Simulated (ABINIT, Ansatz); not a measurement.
# A GW run on K2H4Pt (I4/mmm) in ABINIT, with inputs changed, part 2 of 2

Aim: change inputs of a GW run on K2H4Pt (I4/mmm) and see what moves.

ABINIT 10.8.3; PBEsol and many-body steps on it, plane waves. Known limits of the many-body steps: not at the basis limit; no spin polarisation; d states lean on the start; no spin-orbit coupling; coarse k mesh.

So far. Step 2 (Screening, 2×2×2 mesh, 104 bands, screening to 114.3 eV): Local fields lower ε∞ by 23 %. On a Γ-centred mesh this coarse the value itself is usually too large, while a short band sum pulls it down. Step 3 (Base): The gap on the mesh goes from 2.61 eV to 4.16 eV, a correction of +1.56 eV.

## 5. Another k mesh than the file's

Level of this step: G0W0 on PBEsol, plane waves, norm-conserving pseudopotentials (ABINIT).

The input, run.abi:

```
acell 3*1.0 Angstrom
rprim 
  -2.874560180000 2.874560180000 3.861188830000
  2.874560180000 -2.874560180000 3.861188830000
  2.874560180000 2.874560180000 -3.861188830000
ntypat 3
znucl 19 1 78
natom 7
typat 1 1 2 2 2 2 3
xred 
  0.250000000000 0.750000000000 0.500000000000
  0.750000000000 0.250000000000 0.500000000000
  0.202788050000 0.797211950000 0.000000000000
  0.202788050000 0.202788050000 0.405576100000
  0.797211950000 0.202788050000 0.000000000000
  0.797211950000 0.797211950000 0.594423900000
  0.000000000000 0.000000000000 0.000000000000
pp_dirpath "pseudos"
pseudos "K.upf, H.upf, Pt.upf"
ecut 38
ngkpt 3 3 3
nshiftk 1
shiftk 0 0 0
kptopt 1
chksymbreak 0
istwfk *1
occopt 1
irdwfk 1
optdriver 4
nband 104
gwcalctyp 0
ecutsigx 38
symsigma 1
nkptgw 3
kptgw 
  0.5000000000 0.5000000000 0.0000000000
  0.5000000000 0.5000000000 0.5000000000
  0.0000000000 0.0000000000 0.0000000000
bdgw 
  19 22
  18 22
  18 22
ecuteps 4.2
irdscr 1
ppmodel 1
indata_prefix "in"
outdata_prefix "out"
tmpdata_prefix "tmp"
```

On the command line:

```bash
OMP_NUM_THREADS=1 mpirun -n 4 abinit run.abi > log
```

What it wrote:

```text
.Version 10.8.3 of ABINIT. v10.8.2 released Aug 2026.

 Symmetries : space group I4/m m m (#139); Bravais tI (body-center tetrag.)
================================================================================
 Values of the parameters that define the memory need of the present run
     intxc =       0    ionmov =       0      iscf =       7    lmnmax =       8
     lnmax =       8     mgfft =      60  mpssoang =       4    mqgrid =    3001
     natom =       7  nloc_mem =       1    nspden =       1   nspinor =       1
    nsppol =       1      nsym =      16    n1xccc =    2501    ntypat =       3
    occopt =       1   xclevel =       2
-    mband =         104        mffmem =           1         mkmem =           2
       mpw =        9657          nfft =      216000          nkpt =           6
================================================================================
  Rough estimation (10% accuracy) of disk space for files :
================================================================================

--------------------------------------------------------------------------------
------------- Echo of variables that govern the present computation ------------
--------------------------------------------------------------------------------
 -outvars: echo values of preprocessed input variables --------
            acell      1.8897261259E+00  1.8897261259E+00  1.8897261259E+00 Bohr

             bdgw          19      22      18      22      18      22
      chksymbreak           0
             ecut      3.80000000E+01 Hartree
          ecuteps      4.20000000E+00 Hartree
         ecutsigx      3.80000000E+01 Hartree
          ecutwfn      3.80000000E+01 Hartree
-          fftalg         312
           irdscr           1
           irdwfk           1

[...]
Angles (23,13,12)=  1.18312069E+02  1.18312069E+02  9.29493232E+01 degrees

--- Pseudopotential description ------------------------------------------------
- K Generated using ONCVPSP code by D. R. Hamann
- 19.00000   9.00000  180301                  znucl, zion, pspdat
12 -116133 2 -1 2250                          pspcod,pspxc,lmax,lloc,mmax
     nproj     2     2     2     0
  pspatm : epsatm=    8.32504554
         --- l  ekb(1:nproj) -->
[...]
pspatm: atomic psp has been read  and splines computed

- H Generated using ONCVPSP code by D. R. Hamann
-  1.00000   1.00000  180301                  znucl, zion, pspdat
12 -116133 1 -1 1180                          pspcod,pspxc,lmax,lloc,mmax
     nproj     2     1     0     0
  pspatm : epsatm=    0.35585368
         --- l  ekb(1:nproj) -->
[...]
1   -0.494138
 pspatm: atomic psp has been read  and splines computed

- Pt Generated using ONCVPSP code by D. R. Hamann
- 78.00000  18.00000  180301                  znucl, zion, pspdat
12 -116133 3 -1 1358                          pspcod,pspxc,lmax,lloc,mmax
     nproj     2     2     2     2
  pspatm : epsatm=   26.53983159
         --- l  ekb(1:nproj) -->
[...]
2    2.365973    0.348456
             3    3.491561    0.381218
 pspatm: atomic psp has been read  and splines computed

   1.78453350E+03                                ecore*ucvol(ha*bohr**3)
--------------------------------------------------------------------------------

--- !ERROR
message: |
    Cannot continue, basic dimensions/parameters reported in the header do not agree with input file.
    Check consistency between the content of the WFK external file and the input file.

--- !ERROR
message: |
    Cannot continue, basic dimensions/parameters reported in the header do not agree with input file.
    Check consistency between the content of the WFK external file and the input file.

--- from the log ---
Cannot continue, basic dimensions/parameters reported in the header do not agree with input file.
    Check consistency between the content of the WFK external file and the input file.
```

Wall time 3.3 s (4 MPI ranks of Intel Xeon Platinum 8488C (Sapphire Rapids), shared host); peak memory 0.21 GiB; 12 s of CPU time.

The run stopped with an error after 3.3 s.

The program's words: Cannot continue, basic dimensions/parameters reported in the header do not agree with input file. Check consistency between the content of the WFK external file and the input file.

The fault put into this input: another k mesh than the file's.

## 6. The runs together

Times are wall times on 4 MPI ranks of Intel Xeon Platinum 8488C (Sapphire Rapids), shared host, good to a factor of about two. A run's time includes the screening step that it read.

```
          run   mesh  bands  screening cutoff (eV)  DFT gap (eV)  gap on the mesh (eV)  direct (eV)  ε∞ used  time
         base  2×2×2    104                  114.3         2.606                 4.164        4.185     2.82  44 s
scissors in G  2×2×2    104                  114.3         2.606                 4.208        4.229     2.82  47 s
```

## 7. What came out

| Quantity | Value |
| --- | --- |
| base | 4.164 eV |
| scissors in G | 4.208 eV |
| known limits | not at the basis limit; no spin polarisation; d states lean on the start; no spin-orbit coupling; coarse k mesh |

What this shows: Scissors in G: +0.044 eV against base (keys changed: mbpt_sciss). Bands and cutoff are finite, so the gap is not at the basis limit. The miss can reach some tenths of an eV and take either sign; the mesh is an error of its own. In the first G0W0 run levels were corrected at 3 k points alone, so a gap called «on the mesh» is the least over those, and an edge elsewhere would be missed. The 2×2×2 mesh is coarse for this cell, which bears on the long-range parts of exchange and screening. The runs have no spin polarisation. For a closed low-spin shell that is the natural state; where a d or f shell is open it is a constraint, and the gap is then not the crystal's own. With d states at the gap, one-shot GW leans hard on its start. The many-body steps are scalar-relativistic: spin-orbit coupling is not in them.

[Paths, hosts, dates, memory and timing lines, banners, echoed tables and standing remarks are left out of the program output.]

[Logs are printed without paths, hosts, clocks, repeated set-up lines and the standing remarks that a program may print on its own settings, such as how far it seeks lower states.]

[Runs of the session that timed out or met a known fault of the program may be left out.]

[No measured gap is set beside runs whose start may be inverted or whose files or cutoffs have a known fault.]

[Hosts, paths, dates, database ids (printed as entryN), source tags and the programs' standing remarks are cut or masked in the printed files.]

[G0W0 gaps are taken among the corrected bands and points alone; a level outside them can change the order at an edge.]

[Where Ansatz stands beside ABINIT at settings called matched, ABINIT's density can come from a denser mesh and the files from another edition; pairs whose starting gaps differed by over 0.03 eV were left out, so agreement reads better than it is.]
